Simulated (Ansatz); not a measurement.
# The 1T-SnSe2 bilayer (AA) between two gates, part 3 of 3

How do the bands of the 1T-SnSe2 bilayer (AA) follow a displacement field between two gates?

Ansatz 0.2.0; plane-wave DFT, PBE-D3(BJ), Ansatz PAW.

So far, gap along the path (eV): step 3 (gated layer, displacement field 0, start network) 0.654; step 4 (displacement field 0.905 V/nm) 0.650; step 5 (displacement field 1.81 V/nm) 0.639; step 6 (displacement field 2.71 V/nm) 0.621; step 7 (displacement field 3.62 V/nm) 0.598.

### Step 8. Gated layer, displacement field -1.81 V/nm

Contents of input.yaml:

```yaml
crystal:
  lattice:
    - [3.8347377516, 0.0, 0.0]
    - [-1.9173688758, 3.3209803097, 0.0]
    - [0.0, 0.0, 46.4838401911]
  atoms:
    - { symbol: Se, position: [0.6666666667, 0.3333333333, 0.4012147001] }
    - { symbol: Sn, position: [0.0, 0.0, 0.4355454008] }
    - { symbol: Se, position: [0.3333333333, 0.6666666667, 0.4699015591] }
    - { symbol: Se, position: [0.6666666667, 0.3333333333, 0.5300984409] }
    - { symbol: Sn, position: [0.0, 0.0, 0.5644545992] }
    - { symbol: Se, position: [0.3333333333, 0.6666666667, 0.5987852999] }
  periodic: [true, true, false]
  symmetry: { detect: true }
kpoints:
  mp_grid: { grid: [24, 24, 1] }
  band_path:
    path: [[0, 0, 0], [0.5, 0, 0], [0.33333333, 0.33333333, 0], [0, 0, 0]]
    npoints: 16
hamiltonian:
  xc: pbe
  dispersion: d3bj
scf:
  occupations: { method: fermi_dirac, width: 0.02585 }
  convergence: { dr2_threshold: 1.0e-10 }
output:
  forces: true
  eigenvalues: true
  dos: { projected: true, e_range: [-3, 3], de: 0.01 }
  write_potential: true
  write_density: true
  volumetric_format: npy
  elf: true
external_charges:
  - { charge: 0, barrier: 10, axis: 3, height: 31.334, sigma: 0.25 }
  - { charge: 0.012735, axis: 3, height: 32.834, sigma: 0.5 }
  - { charge: 0, barrier: 10, axis: 3, height: 15.15, sigma: 0.25 }
  - { charge: -0.012735, axis: 3, height: 13.65, sigma: 0.5 }
```

Launch:

```console
$ ansatz run input.yaml --threads 4 --pin off --max-ram 8192MiB --backend cpu --events-out ev --progress --plain --runs-dir out
```

Numbers of over 12 decimals in the logs are rounded to 6 here.

The program printed:

```text
[...]
Crystal: 6 atoms, lattice volume = 591.976 Å³
Basis set: ecut = 420 eV, 11555 PW (Γ), exchange–correlation on 54×54×640 points (8 copies of the dense FFT grid, shifted against one another)
Bands: 56, of which v1, the nominal top of the filled ones, is band 46 counted from 1 (45 counted from 0)
Symmetry: 6 space group operations
k-points: 61 of 576 (time reversal used)
[...]
--- Band table (eV; the first three rows and the last of 61) ---
  k-point 0: bands = [... 42 lower, -6.1440, -6.1440, -5.9960, -5.9960, -4.6433, -3.7540, -2.8939, -2.7562, ... 6 higher]
  k-point 1: bands = [... 42 lower, -6.2262, -6.1227, -6.0949, -5.9689, -4.4823, -3.7008, -2.7628, -2.6470, ... 6 higher]
  k-point 2: bands = [... 42 lower, -6.3989, -6.2292, -6.0944, -5.9250, -4.1473, -3.6261, -2.4790, -2.3511, ... 6 higher]
  k-point 60: bands = [... 42 lower, -7.2541, -7.2456, -6.4681, -6.4469, -4.5819, -3.8358, -1.1421, -1.1196, ... 6 higher]
[key lines of the parts left out:]
SCF converged after 17 iterations
Free energy (F): -33928.534893 eV
Fermi energy:    -5.563277 eV
```

Elapsed: 2.6 min, on 4 threads of Intel Xeon Platinum 8375C at 2.90GHz (Ice Lake), shared host; peak memory 2.2 GiB; 10 min of CPU time.

The density of states has structure finer than the step of the table below, so its rows give means over 0.1 eV, whole bins alone (the curve runs from -3 to 2.29 eV). Peaks (eV: height): -2.47: 11.1, -1.48: 11.6, -1.05: 12.6, -0.88: 10.4, -0.80: 17.2, -0.53: 10.1, -0.43: 11.9.

Table of density of states by energy, zero at the Fermi level of the run, which the smearing sets inside the gap; means over each step:

```csv
energy (eV),density of states (states/eV a cell)
-2.9,4.47
-2.8,4.58
-2.7,4.74
-2.6,4.81
-2.5,6.39
-2.4,4.46
-2.3,3.48
-2.2,3.19
-2.1,3.18
-2.0,3.28
-1.9,3.99
-1.8,4.37
-1.7,3.43
-1.6,4.01
-1.5,8.66
-1.4,7.82
-1.3,2.98
-1.2,2.85
-1.1,4.71
-1.0,10.6
-0.9,9.04
-0.8,10.9
-0.7,6.34
-0.6,5.10
-0.5,5.36
-0.4,4.71
-0.3,0.113
-0.2,0
-0.1,0
0.0,0
0.1,0
0.2,0
0.3,0.169
0.4,0.669
0.5,0.698
0.6,0.788
0.7,1.47
0.8,1.76
0.9,1.97
1.0,3.01
1.1,4.43
1.2,3.03
1.3,2.68
1.4,2.62
1.5,2.80
1.6,3.37
1.7,5.18
1.8,2.06
1.9,2.60
2.0,1.91
2.1,0
```

The gap, the smaller of path and mesh, is 0.639 eV.

### Step 9. The series together

This step: plane-wave DFT, PBE-D3(BJ), Ansatz PAW; response to a displacement field between two gates (Ansatz 0.2.0).

The potential behind each gate is read from every run and counted from the uncharged case.

This step gave:

```
electrostatic distance between the gates : 8.406 Å
geometric distance between the gates     : 19.18 Å
```

Electron's potential behind the upper gate less behind the lower, less the value without field. Step of the electron's potential energy between the gates against displacement field D/eps0:

```csv
displacement field D/eps0 (V/nm),step of the electron's potential energy between the gates (eV)
-1.81,-1.52
0.00,0
0.90,0.761
1.81,1.52
2.71,2.28
3.62,3.04
```

The smaller of the gaps on the path and on the k-mesh, counted as 0 under 0.03 eV. Gap against displacement field D/eps0:

```csv
displacement field D/eps0 (V/nm),gap (eV)
-1.81,0.639
0.00,0.654
0.90,0.650
1.81,0.639
2.71,0.621
3.62,0.598
```

By hand: 3.62 V/nm over the 19.18 Å between the sheets would give 6.94 V in vacuum; the run has 3.04 V, as over 8.40 Å.

### Step 10. Varying the input: scf.algorithm = "density_mixing"

This step: plane-wave DFT, PBE-D3(BJ), Ansatz PAW (Ansatz 0.2.0).

A run with a changed input: it repeats the earlier run at 0.905 V/nm with scf.algorithm to density_mixing.

input.yaml, the sections that differ from step 8:

```yaml
scf:
  occupations: { method: fermi_dirac, width: 0.02585 }
  convergence: { dr2_threshold: 1.0e-10 }
  algorithm: density_mixing
output:
  forces: true
  eigenvalues: true
  write_potential: true
  write_density: true
  volumetric_format: npy
external_charges:
  - { charge: 0, barrier: 10, axis: 3, height: 31.334, sigma: 0.25 }
  - { charge: -0.006368, axis: 3, height: 32.834, sigma: 0.5 }
  - { charge: 0, barrier: 10, axis: 3, height: 15.15, sigma: 0.25 }
  - { charge: 0.006368, axis: 3, height: 13.65, sigma: 0.5 }
# crystal, kpoints, hamiltonian: as in step 8
```

The program printed:

```text
[...]
Crystal: 6 atoms, lattice volume = 591.976 Å³
Basis set: ecut = 420 eV, 11555 PW (Γ), exchange–correlation on 54×54×640 points (8 copies of the dense FFT grid, shifted against one another)
Bands: 56, of which v1, the nominal top of the filled ones, is band 46 counted from 1 (45 counted from 0)
Symmetry: 6 space group operations
k-points: 61 of 576 (time reversal used)
[...]
SCF iter  17: F=-33928.541671 eV  HF=-33928.541671 eV  |F-HF|=5.24e-10  |Δ(HF+E_count)|=  4.66e-10  Δρ=5.58e-8  dr2=3.92e-11  ethr=1.00e-12  ⟨swp⟩=22.1  Hψ=24683  notcnv=0
SCF 1 converged in 17 iterations: F = -33928.541671 eV  dr2 = 3.92e-11
[...]
SCF converged after 17 iterations
Free energy (F): -33928.541671 eV
[...]
Internal energy: -33928.541671 eV  (E = F + TS)
E sigma→0 (E₀):  -33928.541671 eV
Entropy (-TS):   -0.000000 eV (-0.000 meV/atom)
Fermi energy:    -5.564065 eV
[...]
--- Forces (eV/Å), atoms and charges each counted from 1 ---
  atom   1  Se     0.00000000    -0.00000000    -0.00668420
  atom   2  Sn     0.00000000     0.00000000     0.02274110
  atom   3  Se     0.00000000     0.00000000    -0.00769967
  atom   4  Se     0.00000000    -0.00000000    -0.01196478
  atom   5  Sn     0.00000000    -0.00000000     0.02111421
  atom   6  Se     0.00000000     0.00000000    -0.01666256
  external charge   1     0.00000000     0.00000000     0.00702374
  external charge   2     0.00000000     0.00000000    -0.00028826
  external charge   3     0.00000000     0.00000000    -0.00786665
  external charge   4     0.00000000     0.00000000     0.00028790
  max |Σ_I F_I| component, the external charges' with the atoms': 8.23e-7 eV/Å
--- Band table (eV; the first three rows and the last of 61) ---
  k-point 0: bands = [... 42 lower, -6.1329, -6.1329, -6.0058, -6.0058, -4.6402, -3.7541, -2.8827, -2.7652, ... 6 higher]
  k-point 1: bands = [... 42 lower, -6.2141, -6.1115, -6.1056, -5.9783, -4.4789, -3.7013, -2.7483, -2.6592, ... 6 higher]
  k-point 2: bands = [... 42 lower, -6.4016, -6.2305, -6.0838, -5.9334, -4.1427, -3.6278, -2.4647, -2.3628, ... 6 higher]
  k-point 60: bands = [... 42 lower, -7.2486, -7.2444, -6.4636, -6.4530, -4.5783, -3.8367, -1.1328, -1.1216, ... 6 higher]
```

It took 92 s on 4 threads; peak memory 1.9 GiB.

This step gave:

```yaml
gap_along_the_path: 0.6503 eV
smallest_direct_gap_along_the_path: 0.9279 eV
gap_the_smaller_of_path_and_mesh: 0.6503 eV
potential_beyond_the_upper_barrier_and_gate_less_the_barrier_from_the_fermi_level: 5.944 eV
```

The electronic bands at the labelled points (eV, zero at the Fermi level of the run, which the smearing sets inside the gap):

```csv
point,band 43,band 44,band 45,band 46,band 47,band 48,band 49,band 50
Γ,-0.57,-0.57,-0.44,-0.44,0.92,1.81,2.68,2.80
halfway,-1.55,-0.68,-0.67,-0.41,1.18,1.64,3.60,4.00
M,-1.46,-1.05,-0.94,-0.62,0.31,0.66,3.53,3.81
halfway,-1.54,-1.50,-1.07,-0.81,1.09,1.22,4.34,4.57
K,-1.68,-1.68,-0.90,-0.89,0.99,1.73,4.43,4.44
halfway,-1.47,-1.33,-0.98,-0.47,1.70,1.75,4.21,4.34
Γ,-0.57,-0.57,-0.44,-0.44,0.92,1.81,2.68,2.80
```

```csv
quantity,this run,earlier run,difference
gap along the path (eV),0.6503,0.6503,0
smallest direct gap along the path (eV),0.9279,0.9279,0
"potential beyond the upper barrier and gate, less the barrier, from the Fermi level (eV)",5.944,5.944,0
```

Nothing in the table moves by 0.01 in its unit.

### Step 11. A changed input

Another changed input: it repeats the earlier run at 0.905 V/nm with basis.ecutwfc to 36.7 Ry, scf.occupations.method from fermi_dirac to gaussian and scf.occupations.width from 0.02585 to 0.001.

input.yaml: that of step 10 with these lines changed.

```diff
@@ -23,5 +23,4 @@
 scf:
-  occupations: { method: fermi_dirac, width: 0.02585 }
+  occupations: { method: gaussian, width: 0.001 }
   convergence: { dr2_threshold: 1.0e-10 }
-  algorithm: density_mixing
 output:
@@ -37 +36,3 @@
   - { charge: 0.006368, axis: 3, height: 13.65, sigma: 0.5 }
+basis:
+  ecutwfc: "36.7 Ry"
```

The program printed:

```text
[...]
Crystal: 6 atoms, lattice volume = 591.976 Å³
Basis set: ecut = 499.328938 eV, 14815 PW (Γ), exchange–correlation on 60×60×720 points (8 copies of the dense FFT grid, shifted against one another)
Bands: 56, of which v1, the nominal top of the filled ones, is band 46 counted from 1 (45 counted from 0)
Symmetry: 6 space group operations
k-points: 61 of 576 (time reversal used)
[...]
SCF iter  17: F=-33928.546657 eV  HF=-33928.546657 eV  |F-HF|=4.66e-10  |Δ(HF+E_count)|=    0.00e0  Δρ=4.79e-8  dr2=4.45e-11  ethr=1.00e-12  ⟨swp⟩=21.0  Hψ=26365  notcnv=0
SCF 1 converged in 17 iterations: F = -33928.546657 eV  dr2 = 4.45e-11
[...]
SCF converged after 17 iterations
Free energy (F): -33928.546657 eV
[...]
Internal energy: -33928.546657 eV  (E = F + TS)
E sigma→0 (E₀):  -33928.546657 eV
Fermi energy:    -5.581795 eV
[...]
--- Forces (eV/Å), atoms and charges each counted from 1 ---
  atom   1  Se     0.00000000    -0.00000000    -0.00528850
  atom   2  Sn     0.00000000     0.00000000     0.02269042
  atom   3  Se     0.00000000     0.00000000    -0.00909200
  atom   4  Se     0.00000000    -0.00000000    -0.01057090
  atom   5  Sn     0.00000000    -0.00000000     0.02116156
  atom   6  Se     0.00000000     0.00000000    -0.01805655
  external charge   1     0.00000000     0.00000000     0.00702334
  external charge   2     0.00000000     0.00000000    -0.00028824
  external charge   3     0.00000000     0.00000000    -0.00786623
  external charge   4     0.00000000     0.00000000     0.00028792
  max |Σ_I F_I| component, the external charges' with the atoms': 8.19e-7 eV/Å
--- Band table (eV; the first three rows and the last of 61) ---
  k-point 0: bands = [... 42 lower, -6.1328, -6.1328, -6.0056, -6.0056, -4.6400, -3.7538, -2.8832, -2.7658, ... 6 higher]
  k-point 1: bands = [... 42 lower, -6.2141, -6.1114, -6.1055, -5.9782, -4.4787, -3.7010, -2.7486, -2.6597, ... 6 higher]
  k-point 2: bands = [... 42 lower, -6.4015, -6.2306, -6.0838, -5.9334, -4.1426, -3.6276, -2.4650, -2.3632, ... 6 higher]
  k-point 60: bands = [... 42 lower, -7.2486, -7.2443, -6.4636, -6.4530, -4.5781, -3.8365, -1.1329, -1.1217, ... 6 higher]
```

It took 1.7 min on 4 threads; peak memory 2.4 GiB; 6.8 min of CPU time.

Numbers from this step:

| Item | Value |
| --- | --- |
| gap on the k-mesh | 0.6517 eV |
| gap along the path | 0.6505 eV |
| smallest direct gap along the path | 0.9280 eV |
| gap, the smaller of path and mesh | 0.6505 eV |
| potential beyond the upper barrier and gate, less the barrier, from the Fermi level | 5.962 eV |

Electronic bands along the path, in eV, zero at the Fermi level of the run, which the smearing sets inside the gap:

```csv
point,band 43,band 44,band 45,band 46,band 47,band 48,band 49,band 50
Γ,-0.55,-0.55,-0.42,-0.42,0.94,1.83,2.70,2.82
halfway,-1.53,-0.67,-0.65,-0.39,1.20,1.66,3.61,4.01
M,-1.44,-1.03,-0.92,-0.60,0.33,0.68,3.55,3.82
halfway,-1.52,-1.48,-1.05,-0.79,1.11,1.24,4.36,4.59
K,-1.67,-1.66,-0.88,-0.87,1.00,1.75,4.45,4.46
halfway,-1.45,-1.31,-0.97,-0.45,1.71,1.77,4.23,4.36
Γ,-0.55,-0.55,-0.42,-0.42,0.94,1.83,2.70,2.82
```

```csv
quantity,this run,earlier run,difference
gap along the path (eV),0.6505,0.6503,2.2e-4
smallest direct gap along the path (eV),0.9280,0.9279,9.5e-5
"potential beyond the upper barrier and gate, less the barrier, from the Fermi level (eV)",5.962,5.944,0.018
```

What moves beyond 0.01 in its unit (for the dipole 0.5 % and 5e-5 e·Å): potential beyond the upper barrier and gate, less the barrier, from the Fermi level (+0.0177 eV).

### Step 12. Results

| Property | Result |
| --- | --- |
| gap with uncharged gates | 0.654 eV |
| electrostatic distance between the gates | 8.41 Å |
| geometric distance between the gates | 19.2 Å |
| gap at 3.62 V/nm | 0.598 eV |

The gap goes from 0.65 to 0.60 eV at 3.6 V/nm. The layers screen the field: the voltage is that of a vacuum gap 10.8 Å narrower than the real distance. The gates are charged sheets behind model barriers, not atoms. Gaps are the smaller of those on the path and on the mesh; band edges between these points would make them smaller still. Spin-orbit coupling is left out, which matters for the bands of elements this heavy.

[Logs are printed without paths, hosts, clocks, repeated set-up lines and the standing remarks that a program may print on its own settings, such as how far it seeks lower states.]

[Hosts, paths, dates, database ids (printed as entryN), source tags and the programs' standing remarks are cut or masked in the printed files.]

[Maps of the electrostatic potential energy from Ansatz leave out the sawtooth potential of an applied field or a dipole correction, so their vacuum need not be flat; planar profiles and work functions include it.]

[The density of states shown here was stored with 400 of the rows of the run's finer table, so its peaks can read low, often by over a quarter, or be missed, and its means over a window can be off by a tenth or more.]
